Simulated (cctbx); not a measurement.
**What resolution and counting buy: Na2LiVCl6**

Space group Fm-3m (no. 225), a = 10.0610 Å, b = 10.0610 Å, c = 10.0610 Å, α = 90.00°, β = 90.00°, γ = 90.00°.

```csv
atom,mult.,x,y,z,Ueq (Å²)
V1,4,0,0,0,0.0127
Cl1,24,0,0,0.7670,0.0185
Na1,8,1/4,3/4,3/4,0.0254
Li1,4,1/2,0,0,0.0336
```

This is a model crystal, built by substitution and not relaxed, with assumed displacement parameters.

Five simulated data sets (cctbx; Ag Kα, λ = 0.56087 Å; 1.5 % proportional error) differ in resolution or exposure (noise floor 8 counts in the first three, 8 in the last two). Each is refined with the right model, isotropic at 1.1 Å and anisotropic otherwise. How do the figures of merit and the uncertainties move?

| d min (Å) | top counts | ⟨I/σ⟩ (unmerged, absences included) | unique | param. (scale apart) | Rint | R1 | GooF | largest s.u. xyz (fractional) | s.u. U of Li1 (Å²) | largest error (Å) |
| --- | --- | --- | --- | --- | --- | --- | --- | --- | --- | --- |
| 1.1 | 20000 | 4.7 | 37 | 5 | 0.021 | 0.0050 | 1.00 | 0.00005 | 0.0022 | 0.0009 |
| 0.84 | 20000 | 4.0 | 69 | 6 | 0.028 | 0.0044 | 0.86 | 0.00003 | 0.0013 | 0.0003 |
| 0.6 | 20000 | 2.6 | 163 | 6 | 0.040 | 0.0083 | 0.97 | 0.00002 | 0.0012 | 0.0002 |
| 0.75 | 300 | 0.2 | 93 | 6 | 0.547 | 0.0633 | 0.90 | 0.00062 | 0.0140 | 0.0033 |
| 0.75 | 3000 | 1.2 | 93 | 6 | 0.102 | 0.0170 | 0.89 | 0.00008 | 0.0039 | 0.0001 |

The number of reflections grows roughly as 1/d³: 37, 69 and 163 here. R1 follows the noise rather than the truth: at 300 counts it is 0.0633, at 3000 counts 0.0170, while GooF is 0.90 and 0.89: the weights 1/σ² carry the noise. The s.u. of U (U11 where anisotropic) for Li1 goes 0.0022, 0.0013, 0.0012 Å² with resolution and 0.0140, 0.0039 Å² with exposure.

Hardware for the 0.6 Å refinement: 0.71 s on 1 thread of Arm Neoverse N1, with other jobs on the host, peak memory 0.1 GiB.

[Logs are printed without paths, hosts, clocks, repeated set-up lines and the standing remarks that a program may print on its own settings, such as how far it seeks lower states.]
